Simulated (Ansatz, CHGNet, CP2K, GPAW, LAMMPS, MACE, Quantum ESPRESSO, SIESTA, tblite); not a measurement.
**How far do other methods lie from plane waves? Glassy 67P2O5-33MgO (mol %) (80 atoms)**

One geometry of glassy 67P2O5-33MgO (mol %) (80 atoms) is solved by several programs and methods. How far do their forces lie from a plane-wave PBE run?

Results are calculated, not measured.

### 1. The cell

The cell holds 80 atoms (20 P, 5 Mg and 55 O), with edges of 10.51, 10.51 and 10.51 Å. Recipe: 80 atoms (20 P, 5 Mg, 55 O) placed at random at 2.32 g/cm³, melted at 4000 K for 10 ps at fixed volume with the Morse and Coulomb pair potential with partial charges (Pedone, Malavasi, Menziani, Cormack and Segre, J. Phys. Chem. B 110, 11780 (2006)). Quenched from 4000 K to 300 K at 25 K/ps and fixed volume, held 5 ps. The density is 2.32 g/cm³.

### 2. The reference input

Quantum ESPRESSO 7.5: Kohn-Sham DFT, PBE, SSSP efficiency 1.3.0 pseudopotentials, plane waves. Its input, pw.in:

```
&control
  calculation = 'scf'
  pseudo_dir = './pseudo'
  outdir = './tmp'
  disk_io = 'none'
  tprnfor = .true.
  tstress = .true.
/
&system
  ibrav = 0
  nat = 80
  ntyp = 3
  ecutwfc = 60
  ecutrho = 480
  nosym = .true.
  occupations = 'smearing'
  smearing = 'fd'
  degauss = 0.003675
/
&electrons
  conv_thr = 4.0e-07
  electron_maxstep = 100
  mixing_beta = 0.4
  mixing_mode = 'plain'
  diagonalization = 'david'
/
ATOMIC_SPECIES
P 30.974 P.upf
Mg 24.305 Mg.upf
O 15.999 O.upf
CELL_PARAMETERS angstrom
10.51380 0.00000 0.00000
0.00000 10.51380 0.00000
0.00000 0.00000 10.51380
ATOMIC_POSITIONS crystal
P 0.07919 0.07535 0.56718
P 0.57606 0.45722 0.08684
P 0.52913 0.34933 0.58552
P 0.04384 0.54973 0.69074
[... 74 atom lines left out ...]
O 0.87668 0.18071 0.09513
O 0.91938 0.49392 0.25760
K_POINTS gamma
```

```console
$ OMP_NUM_THREADS=1 mpirun -np 4 pw.x -in pw.in > output.txt
```

The job ended after 2 min (4 MPI ranks of Arm Neoverse V2, shared host; peak memory 3.5 GiB).

It converged with an r.m.s. force component of 1.5 eV/Å and a pressure of 2.3 GPa.

Its highest filled and lowest empty levels lie 1.15 eV apart on its k-points.

### 3. The other programs

- CHGNet: machine-learned potential, published weights.
- CP2K 2026.2: Gaussian basis with GTH pseudopotentials and a plane-wave density; labels give functional, basis (MOLOPT sets; SR short-range, UZH the newer set with its own potentials), grid cutoff/relative cutoff and solver (OT: orbital transformation; TRS4, TC2, SIGN: linear-scaling purification with its sparsity filter), or its built-in tight binding.
- GPAW 26.7.0: PAW with atomic orbitals (LCAO), plane waves or a real-space grid of spacing h.
- MACE: machine-learned potential, published weights.
- Quantum ESPRESSO 7.5: plane waves; labels (QE) give functional, pseudopotential set and cutoffs of waves/density.
- SIESTA 5.4.2: numerical atomic orbitals, whose automatically made sets are far from complete, with PseudoDojo norm-conserving potentials that we converted to its format (checked against plane waves on the same files for H, C, O, Si, Ge and Ca alone); labels give functional, basis size, energy shift and mesh cutoff.
- tblite 0.8.0: extended tight binding, driven from Python.

All use the same cell and atoms, and the electronic-structure runs the same k-mesh.

### 4. Side by side

Differences are against the reference: forces as r.m.s. over components, share as that over the reference's r.m.s. force, slope as the fitted ratio of a run's forces to the reference's.

| run | Δ force, r.m.s. (meV/Å) | share (%) | slope | Δ pressure (GPa) | Δ gap (eV) | cores | CPU time | memory (GiB) |
| --- | --- | --- | --- | --- | --- | --- | --- | --- |
| reference | - | - | - | - | - | 4 | 7.8 min | 3.5 |
| CHGNet 0.3.0 potential | 386 | 26.1 | 0.905 | -0.769 | - | 1 | 3.2 s | 0.97 |
| CP2K PBE, DZVP-MOLOPT-SR, 1200/50 Ry, OT DIIS | 237 | 16.0 | 1.068 | 0.761 | -0.564 | 1 | 8 min | 3.8 |
| CP2K PBE, DZVP-MOLOPT-SR, 1200/50 Ry, TC2 filter 1e-04, SCF 1e-05 (coarse) | 411 | 27.8 | 1.138 | 1.30 | - | 1 | 2.8 min | 3.8 |
| CP2K PBE, DZVP-MOLOPT-SR, 1200/50 Ry, TC2 filter 1e-05, SCF 1e-06 | 272 | 18.4 | 1.085 | 0.891 | - | 1 | 4 min | 3.8 |
| CP2K PBE, DZVP-MOLOPT-SR, 420/50 Ry, OT DIIS (coarse) | 454 | 30.7 | 1.070 | 0.697 | -0.571 | 2 | 4.5 min | 1.1 |
| GPAW PBE, LCAO dzp, h 0.18 Å | 492 | 33.3 | 1.102 | - | -0.422 | 1 | 81 s | 1.4 |
| GPAW PBE, LCAO dzp, h 0.28 Å (coarse) | 2135 | 144 | 1.050 | - | -0.370 | 1 | 37 s | 0.47 |
| GPAW PBE, LCAO sz(dzp), h 0.18 Å (coarse) | 3207 | 217 | 1.050 | - | -0.948 | 1 | 58 s | 1.1 |
| MACE MP-0b2 small potential | 347 | 23.5 | 0.865 | -1.27 | - | 1 | 6 s | 0.66 |
| MACE MPA-0 medium potential | 249 | 16.8 | 0.921 | -0.968 | - | 1 | 6.9 s | 1 |
| QE PBE, sssp-1.3.0-efficiency, 30/240 Ry (coarse) | 53.1 | 3.59 | 0.994 | -33.7 | -0.0664 | 2 | 3 min | 1.2 |
| SIESTA PBE, DZP, shift 0.01 Ry, mesh 500 Ry | 285 | 19.3 | 1.104 | 1.63 | -0.506 | 2 | 3.1 min | 1.6 |
| SIESTA RPBE, PBE potentials, DZP, shift 0.01 Ry, mesh 500 Ry | 286 | 19.4 | 1.111 | 3.28 | -0.483 | 2 | 3.1 min | 1.6 |
| tblite GFN1-xTB | 492 | 33.3 | 0.993 | 0.395 | - | 1 | 3.7 s | 0.11 |

Rows marked coarse were listed beforehand as settings not expected to be converged; some can still land near the reference.

Times of the machine-learned potentials are mostly Python's start and the loading of weights.

Runs without a result: CP2K PBE, DZVP-MOLOPT-SR, 1200/50 Ry, TC2 filter 1e-03, SCF 1e-04 (ended with an error or stopped unconverged).

CPU time is summed over cores on shared hosts, so it is rough.

### 5. What came out

Forces lie from 3.6 % (QE PBE, sssp-1.3.0-efficiency, 30/240 Ry, coarse) to 217 % (GPAW PBE, LCAO sz(dzp), h 0.18 Å, coarse) of the reference's r.m.s. force of 1.5 eV/Å away from it. The PBE runs in local orbitals, coarse settings apart, differ by 16 % (CP2K PBE, DZVP-MOLOPT-SR, 1200/50 Ry, OT DIIS) to 33 % (GPAW PBE, LCAO dzp, h 0.18 Å); basis, grid and potentials can all enter. Tight binding differs by 33 % (tblite GFN1-xTB); it is another model, with fitted parameters of its own, and the xTB methods hold dispersion. Machine-learned potentials differ by 17 % (MACE MPA-0 medium potential) to 26 % (CHGNet 0.3.0 potential); they were trained on other programs' data.

Rows with another functional or a dispersion term differ by 19 % (SIESTA RPBE, PBE potentials, DZP, shift 0.01 Ry, mesh 500 Ry), which mixes the change of model with differences of basis and potentials, some of them made for another functional. Runs with settings chosen to be coarse differ by 3.6 % (QE PBE, sssp-1.3.0-efficiency, 30/240 Ry) to 217 % (GPAW PBE, LCAO sz(dzp), h 0.18 Å), their programs' other errors included. CP2K PBE, DZVP-MOLOPT-SR, 1200/50 Ry, TC2 filter 1e-04, SCF 1e-05 stiffens the forces by a factor of 1.14 while following their directions (correlation 0.978); the slopes of the 4 CP2K runs lie between 1.07 and 1.14. From CP2K PBE, DZVP-MOLOPT-SR, 420/50 Ry, OT DIIS to the finer CP2K PBE, DZVP-MOLOPT-SR, 1200/50 Ry, TC2 filter 1e-05, SCF 1e-06 the share falls from 31 to 18 %. From GPAW PBE, LCAO dzp, h 0.28 Å to the finer GPAW PBE, LCAO dzp, h 0.18 Å the share falls from 144 to 33 %. Pressures at PBE, coarse settings apart, lie +0.76 to +1.63 GPa from the reference's. Gaps at PBE, coarse settings apart, lie -0.56 to -0.42 eV from the reference's. A pressure off by over 25 GPa (QE PBE, sssp-1.3.0-efficiency, 30/240 Ry) is no usable stress for this cell.

**Limits.** Periodic xTB results under one method name differ between programs and library versions. The potentials hold different valence shells: 440 electrons in the reference, 480 in CP2K with DZVP-MOLOPT-SR, 480 in GPAW and 480 in SIESTA; this bears on time and differences. The reference's pressure holds the uncorrected Pulay stress of its 60 Ry basis, so small pressure differences may be the reference's own error. In our tests on small cells the SSSP efficiency potentials stood apart from two norm-conserving sets, for C–F bonds most and for P–O bonds less, so differences from this reference needn't be the other run's error. Machine-learned potentials mimic data converged in k, so the reference's own k-point error enters their differences. The quench rate of 25 K/ps is many orders above laboratory rates, so the cell is likely richer in defects and strain than a real sample. The network of bonds at the start is that of the classical potential that made the cell, and needn't be the one that DFT or experiment would give. The electronic-structure runs sample only Γ, in a cell whose shortest periodic width is 11 Å. Where levels are smeared, the DFT runs use Fermi–Dirac occupations at 580 K (0.05 eV), and energies are free energies. The reference's cutoffs and mesh weren't converged further here.

[Logs are printed without paths, hosts, clocks, repeated set-up lines and the standing remarks that a program may print on its own settings, such as how far it seeks lower states.]

[Hosts, paths, dates, database ids (printed as entryN), source tags and the programs' standing remarks are cut or masked in the printed files.]

[Cells were taken only where this reference lay near another plane-wave run.]
